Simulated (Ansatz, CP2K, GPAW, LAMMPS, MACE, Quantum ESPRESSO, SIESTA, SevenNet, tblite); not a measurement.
# Running liquid 37SiO2-42B2O3-11CaO-11Na2O (mol %) at 2300 K (71 atoms) with tblite

Wanted: tblite inputs and outputs for liquid 37SiO2-42B2O3-11CaO-11Na2O (mol %) at 2300 K (71 atoms), checked against a plane-wave reference.

Method: the method is named at each step, in tblite 0.8.0.

### 1. Starting point

The cell holds 71 atoms: 7 Si, 16 B, 2 Ca, 4 Na and 42 O. Cell: a = 9.484 Å, b = 9.484 Å, c = 9.484 Å, α = 90.0°, β = 90.0°, γ = 90.0°. 71 atoms (7 Si, 16 B, 2 Ca, 4 Na, 42 O) placed at random at 2.21 g/cm³, melted at 3000 K for 20 ps at fixed volume with the Buckingham and Coulomb pair potential of Guillot and Sator (Geochim. Cosmochim. Acta 71, 1249 (2007)) with the boron terms of Wang et al. (J. Non-Cryst. Solids 498, 294 (2018)). Snapshot at the end of a hold of 10 ps at 2300 K and zero pressure.

The yardstick, on the same geometry:

```
method                                           : Kohn-Sham DFT, PBE, PAW, plane waves (Ansatz 0.2.0); cutoff 420 eV, Γ point, fermi-dirac smearing of 0.05 eV; PAW set soft_2
r.m.s. force component                           : 1.897 eV/Å
longest force                                    : 7.751 eV/Å
pressure                                         : -5.149 GPa
gap (highest filled to lowest empty level) : 0.8699 eV
SCF cycles                                       : 11
time                                             : 4.7 s on 8 threads of Arm Neoverse V2, shared host
CPU time                                         : 29 s
```

### 2. GFN1-xTB

Method: GFN1-xTB tight binding, diagonalisation.

The input, run.py:

```python
import numpy as np
from ase.io import read
from tblite.ase import TBLite

atoms = read("structure.xyz")
atoms.calc = TBLite(method="GFN1-xTB", electronic_temperature=580, accuracy=1.0, max_iterations=250, mixer_damping=0.4, verbosity=1)
energy = atoms.get_potential_energy()
forces = atoms.get_forces()
print(f"energy {energy:.6f} eV")
print("forces (eV/A)")
for i, (a, f) in enumerate(zip(atoms, forces)):
    print(f"{i:4d} {a.symbol:2s} {f[0]:10.5f} {f[1]:10.5f} {f[2]:10.5f}")
stress = -atoms.get_stress(voigt=False) * 160.21766
print("stress (GPa, compression positive)")
for row in stress:
    print(" ".join(f"{x:10.4f}" for x in row))
print("charges (e)")
print(np.array2string(atoms.get_charges(), precision=4, suppress_small=True, max_line_width=110, threshold=100000))
```

The input, structure.xyz:

```xyz
71
Lattice="9.48399 0.00000 0.00000 0.00000 9.48399 0.00000 0.00000 0.00000 9.48399" Properties=species:S:1:pos:R:3 pbc="T T T"
Si 7.79205 1.60678 2.74818
Si 0.86200 7.86811 5.29558
Si 7.08198 6.64382 5.56672
Si 8.15405 2.47769 6.31757
Si 4.73536 0.34342 7.10872
Si 4.23963 6.54244 2.26876
Si 0.85849 4.81806 0.06165
B 7.78986 5.99938 8.51681
B 3.29426 6.74947 6.20234
B 1.34957 6.88661 1.89737
B 6.54073 3.80687 4.85732
B 3.80943 5.19315 8.87066
B 5.54975 2.90703 7.54869
B 6.01475 5.46022 0.95570
B 3.50557 1.74733 1.96423
B 0.23018 2.25691 8.99443
B 1.42127 0.42431 3.37848
B 4.28126 3.95691 3.35563
B 6.90425 2.83695 0.53916
B 5.45709 9.07220 1.68009
B 6.82326 9.23210 9.12341
B 6.37504 9.42898 4.75138
B 8.38024 9.21512 6.81235
Ca 0.06231 3.60155 2.53962
Ca 7.89352 7.25373 2.85478
Na 2.22826 3.77605 6.64401
Na 1.29931 1.42118 6.93650
Na 0.65013 8.14940 8.58055
Na 2.68131 9.02629 0.73482
O 4.53373 2.00169 7.46580
O 5.70329 0.69148 5.76807
O 7.87266 9.29763 8.19986
O 6.30382 4.03714 0.87765
O 3.61359 5.10466 2.90599
O 0.90326 5.51058 1.47334
O 4.07906 3.03023 2.25681
O 1.50435 8.86734 4.19667
O 8.11327 0.83943 6.04566
O 3.05005 6.45480 7.53996
O 6.90416 8.16847 5.13188
O 5.24711 3.74978 4.23991
O 6.48164 2.47599 8.67880
O 0.10641 1.18977 3.09358
O 3.21109 0.02229 6.71078
O 6.65634 9.04403 1.00748
O 9.06869 5.57146 8.69739
O 4.88928 8.14826 2.53896
O 5.71610 8.98912 8.19834
O 9.27743 6.80249 4.86083
O 9.45535 3.16054 5.54159
O 4.37952 7.25288 5.64089
O 7.65472 2.84150 3.72427
O 6.51702 3.34168 6.34621
O 2.68947 7.28503 2.12460
O 2.13143 6.92132 5.44134
O 7.81642 1.98775 1.07586
[... 11 atom lines left out ...]
O 7.31927 6.64107 7.39182
O 1.00028 1.16482 9.24442
O 0.04590 8.47224 6.46343
O 2.33354 1.25302 2.84501
```

Command:

```console
OMP_NUM_THREADS=1 python run.py > output.txt
```

Output:

```text
------------------------------------------------------------
  cycle        total energy    energy error   density error
------------------------------------------------------------
      1     -222.1705102327  -2.2305443E+02   1.0309614E+00
      2     -227.3036165093  -5.1331063E+00   7.6404033E-01
      3     -234.1286256082  -6.8250091E+00   4.6213905E-01
      4     -238.1011867268  -3.9725611E+00   1.4489679E-01
      5     -235.4213706672   2.6798161E+00   2.8831929E-01
      6     -238.2720935240  -2.8507229E+00   5.7594195E-02
      7     -238.3067843097  -3.4690786E-02   4.1024371E-02
      8     -238.3197210854  -1.2936776E-02   3.1909689E-02
      9     -238.3411488635  -2.1427778E-02   1.8865205E-02
     10     -238.3338410701   7.3077934E-03   2.3152098E-02
     11     -238.3503720470  -1.6530977E-02   1.0630298E-02
     12     -238.3402585032   1.0113544E-02   1.9067901E-02
     13     -238.3418227843  -1.5642811E-03   1.7956236E-02
     14     -238.3541282557  -1.2305471E-02   1.3122655E-03
     15     -238.3541947505  -6.6494828E-05   3.5168990E-04
     16     -238.3541914394   3.3110533E-06   4.1832625E-04
     17     -238.3541800364   1.1403011E-05   6.6323986E-04
     18     -238.3541957037  -1.5667296E-05   1.7203014E-04
     19     -238.3541966929  -9.8912329E-07   6.3708277E-05
     20     -238.3541968492  -1.5631107E-07   7.3827090E-06
------------------------------------------------------------
 total:                                   2.484 sec
energy -6485.948061 eV
forces (eV/A)
   0 Si    1.50067   -2.82476    0.41476
   1 Si    2.95883   -2.38766   -1.90133
   2 Si    0.50592   -0.38238    3.38877
   3 Si    3.74331    1.68865    1.53324
   4 Si   -2.15752   -0.12814   -0.85367
   5 Si   -0.21723    0.17472   -0.54860
   6 Si    1.48504    2.80060   -2.90550
   7 B    -1.37284    1.32133    2.00377
   8 B     1.03797    0.44631    1.84057
   9 B     0.32291    0.87757   -0.85266
  10 B    -1.72024    1.21179   -0.56295
  11 B     0.32224    0.32571   -0.70176
  12 B     0.82886    1.03047    3.63157
  13 B     0.37775   -1.02164   -0.03423
  14 B     2.49249   -0.93679    3.62862
  15 B     0.94909   -2.87141   -1.32813
  16 B    -1.98478    2.16005   -0.88712
  17 B    -0.29842   -0.10970   -3.21607
  18 B    -3.19505    2.61219   -4.30561
  19 B    -3.16514    0.78494    2.00884
  20 B    -1.60752   -1.25418   -4.13882
  21 B    -0.46608    1.59600    0.96471
  22 B     0.81596    1.21908    2.13633
  23 Ca    0.74366    0.63180    1.01249
[...]
63 O    -1.09854   -1.11187    2.41545
  64 O    -0.79071   -0.46368    0.53677
  65 O     0.99112    0.63468    1.73239
  66 O     2.37222    0.93692   -2.87871
  67 O    -0.12205   -1.20854   -3.43789
  68 O    -1.68006    0.90074   -1.26264
  69 O    -2.84569    3.23049    4.23821
  70 O     2.65396    1.14434   -1.60649
stress (GPa, compression positive)
   -6.2257     4.3755     1.0815
    4.3755     0.7454     2.4915
    1.0815     2.4915    -6.0819
charges (e)
[ 0.4987  0.4688  0.5291  0.4944  0.4331  0.5197  0.4882  0.6874  0.6442  0.674   0.7324  0.6779  0.7073
  0.7049  0.7028  0.6581  0.701   0.6973  0.665   0.7232  0.7125  0.7138  0.719   0.5954  0.532   0.1777
  0.201   0.1629  0.1489 -0.3636 -0.3598 -0.4218 -0.4812 -0.3506 -0.3232 -0.4435 -0.2882 -0.3495 -0.5278
 -0.2737 -0.4207 -0.4928 -0.3853 -0.4206 -0.3543 -0.3388 -0.3638 -0.3709 -0.3593 -0.4376 -0.4879 -0.3416
 -0.32   -0.3703 -0.3174 -0.3363 -0.3621 -0.3357 -0.3494 -0.3916 -0.2883 -0.5488 -0.4687 -0.2865 -0.4916
 -0.4228 -0.4676 -0.3503 -0.5696 -0.3168 -0.4202]
```

Run time: 3 s. Hardware: 1 thread of Arm Neoverse V2, shared host; peak memory 0.11 GiB.

Banners, paths, timers and routine set-up lines are dropped from the logs unmarked, and long logs keep their key lines alone; longer cuts are marked.

Against the reference:

```yaml
r_m_s_force_component: 1.65 eV/Å
r_m_s_difference_of_force_components: 568.8 meV/Å
longest_difference_of_force_vectors: 2330 meV/Å
force_difference_over_r_m_s_force: 29.99 %
slope_of_forces_against_the_reference_s: 0.8335
correlation_of_force_components: 0.958
pressure: -3.854 GPa
pressure_difference: 1.294 GPa
```

Length of the force difference by element (eV/Å):

```
element  atoms  mean  most
      B     16   1.2   1.9
     Ca      2  0.73   1.1
     Na      4   1.1   1.4
      O     42  0.69   1.5
     Si      7   1.2   2.3
```

A closer look about O55, picked at random: 9 atoms, nearest first, numbered in the order of the input, with positions taken from that point.

| atom | x | y | z | distance (Å) | Mulliken charge (e) | Fx | Fy | Fz (eV/Å) |
| --- | --- | --- | --- | --- | --- | --- | --- | --- |
| O55 | 0.00 | 0.00 | 0.00 | 0.00 | -0.32 | -0.99 | -0.49 | 0.57 |
| B9 | 1.16 | -0.17 | 0.76 | 1.40 | 0.64 | 1.04 | 0.45 | 1.84 |
| Si2 | -1.27 | 0.95 | -0.15 | 1.59 | 0.47 | 2.96 | -2.39 | -1.90 |
| O51 | 2.25 | 0.33 | 0.20 | 2.28 | -0.49 | 3.06 | -1.29 | -0.17 |
| O39 | 0.92 | -0.47 | 2.10 | 2.34 | -0.53 | 0.33 | -0.24 | 0.28 |
| O37 | -0.63 | 1.95 | -1.24 | 2.39 | -0.29 | -0.63 | 1.92 | -0.93 |
| O49 | -2.34 | -0.12 | -0.58 | 2.41 | -0.36 | -4.31 | -1.63 | -2.34 |
| O70 | -2.09 | 1.55 | 1.02 | 2.79 | -0.32 | -2.85 | 3.23 | 4.24 |
| O44 | 1.08 | 2.58 | 1.27 | 3.08 | -0.42 | 1.47 | 0.02 | 1.15 |

Atoms are counted from 1 here, from 0 in the log.

Forces lie 30 % from the reference's, at 0.10 times its CPU time (on 1 against 8 cores).

### 3. GFN2-xTB

Method: GFN2-xTB tight binding, diagonalisation.

Edit run.py of step 2 so:

```diff
@@ -5,3 +5,3 @@
 atoms = read("structure.xyz")
-atoms.calc = TBLite(method="GFN1-xTB", electronic_temperature=580, accuracy=1.0, max_iterations=250, mixer_damping=0.4, verbosity=1)
+atoms.calc = TBLite(method="GFN2-xTB", electronic_temperature=580, accuracy=1.0, max_iterations=250, mixer_damping=0.4, verbosity=1)
 energy = atoms.get_potential_energy()
```

structure.xyz is that of step 2.

Output:

```text
------------------------------------------------------------
  cycle        total energy    energy error   density error
------------------------------------------------------------
      1     -198.4774254052  -1.9928571E+02   5.4697139E-01
      2     -205.9615391944  -7.4841138E+00   5.9145691E-01
      3     -206.6240698703  -6.6253068E-01   3.1320020E-01
[...]
86     -207.0863958046  -1.1878427E-08   2.4017872E-05
     87     -207.0863958066  -2.0247910E-09   1.3164567E-05
------------------------------------------------------------
 total:                                   6.485 sec
energy -5635.107857 eV
forces (eV/A)
   0 Si    0.90532   -1.80230    1.40303
   1 Si    1.66937   -1.66998   -2.22909
   2 Si    1.11901   -0.73176    3.22645
[...]
69 O    -3.43729    3.25713    4.85191
  70 O     1.49809    0.34719   -1.51632
stress (GPa, compression positive)
  -10.0453     4.1491     0.8640
    4.1491    -5.2842     1.9426
    0.8640     1.9426   -10.3362
charges (e)
[ 0.7172  0.6486  0.6837  0.683   0.6275  0.7611  0.6957  0.6378  0.6251  0.6142  0.6528  0.6577  0.6692
  0.6893  0.6419  0.6117  0.6351  0.6433  0.6493  0.6666  0.6634  0.654   0.6252  0.4939  0.4266  0.4209
  0.5743  0.563   0.5316 -0.4452 -0.3922 -0.4461 -0.5064 -0.3924 -0.4277 -0.4258 -0.3152 -0.4103 -0.5259
 -0.3051 -0.3968 -0.51   -0.4312 -0.4457 -0.387  -0.3714 -0.4548 -0.4254 -0.3892 -0.4636 -0.4705 -0.4697
 -0.3936 -0.4521 -0.3575 -0.3587 -0.4327 -0.3743 -0.4365 -0.529  -0.2656 -0.5447 -0.4978 -0.3107 -0.5482
 -0.5085 -0.4814 -0.406  -0.632  -0.4313 -0.3954]
```

It took 7 s on 1 thread; peak memory 0.11 GiB.

Numbers from this run, and their distance from the reference:

| Item | Value |
| --- | --- |
| r.m.s. force component | 1.477 eV/Å |
| r.m.s. difference of force components | 821.3 meV/Å |
| longest difference of force vectors | 2917 meV/Å |
| force difference over r.m.s. force | 43.3 % |
| slope of forces against the reference's | 0.7093 |
| correlation of force components | 0.9111 |
| pressure | -8.555 GPa |
| pressure difference | -3.407 GPa |

Against the first run (30 %), the force difference from the reference is 43 %, at 2.4 times the CPU time (87 SCF steps against 20).

### 4. Side by side

Differences are against the plane-wave reference, forces as r.m.s. over components; share is that over the reference's r.m.s. force, slope the least-squares factor from reference forces to these. Total energies of different programs have different zeros and aren't compared.

```csv
run,"Δ force, r.m.s. (meV/Å)",share (%),slope,Δ pressure (GPa),cores,CPU time,memory (GiB)
reference,-,-,-,-,8,29 s,1.0
tblite GFN1-xTB,569,30.0,0.834,1.29,1,3 s,0.11
tblite GFN2-xTB,821,43.3,0.709,-3.41,1,7 s,0.11
```

CPU time is summed over cores on a shared host, where runs went side by side, so it is rough. Symmetry, cutoffs, thresholds, outputs and thread counts weren't matched or tuned between programs; memory under MPI is the largest rank's times the ranks.

Mean charges by element (e), by run and scheme:

```csv
run,scheme,Si,B,Ca,Na,O
reference,Löwdin,+1.66,+0.61,+1.80,+0.83,-0.58
tblite GFN1-xTB,Mulliken,+0.49,+0.69,+0.56,+0.17,-0.39
tblite GFN2-xTB,Mulliken,+0.69,+0.65,+0.46,+0.52,-0.43
```

The reference's Löwdin charges lack the electrons that the projection spills, 0.054 e an atom on average.

### 5. What came out

```yaml
nearest_in_forces: tblite GFN1-xTB, 30 %
its_cpu_time: 3 s
```

In words: Tight binding differs by 30 % (tblite GFN1-xTB) to 43 % (tblite GFN2-xTB); it is another model, with fitted parameters of its own, and the xTB methods hold dispersion. tblite GFN2-xTB needed 87 SCF steps, so its time overstates the method's usual cost. Of the electronic-structure runs that take under half the reference's CPU time, tblite GFN1-xTB comes nearest, at 30 % in 3 s against 29 s. Charges hang on model, scheme and program or settings: among these rows the mean for Ca runs from +0.46 to +1.80 e. Periodic xTB results under one method name differ between programs and library versions. The frame stands for 2300 K, but pressures are static and levels are smeared at 580 K. The network of bonds at the start is that of the classical potential that made the cell, and needn't be the one that DFT or experiment would give. The reference's stress is far from hydrostatic: its diagonal is -8.3, -0.2, -6.9 GPa, compression counted positive. The electronic-structure runs sample only Γ, in a cell whose shortest periodic width is 9 Å.

[Also dropped from logs without a mark: logging warnings of Python, and SIESTA's first energy breakdown and zero terms.]

[Logs are printed without paths, hosts, clocks, repeated set-up lines and the standing remarks that a program may print on its own settings, such as how far it seeks lower states.]

[Hosts, paths, dates, database ids (printed as entryN), source tags and the programs' standing remarks are cut or masked in the printed files.]
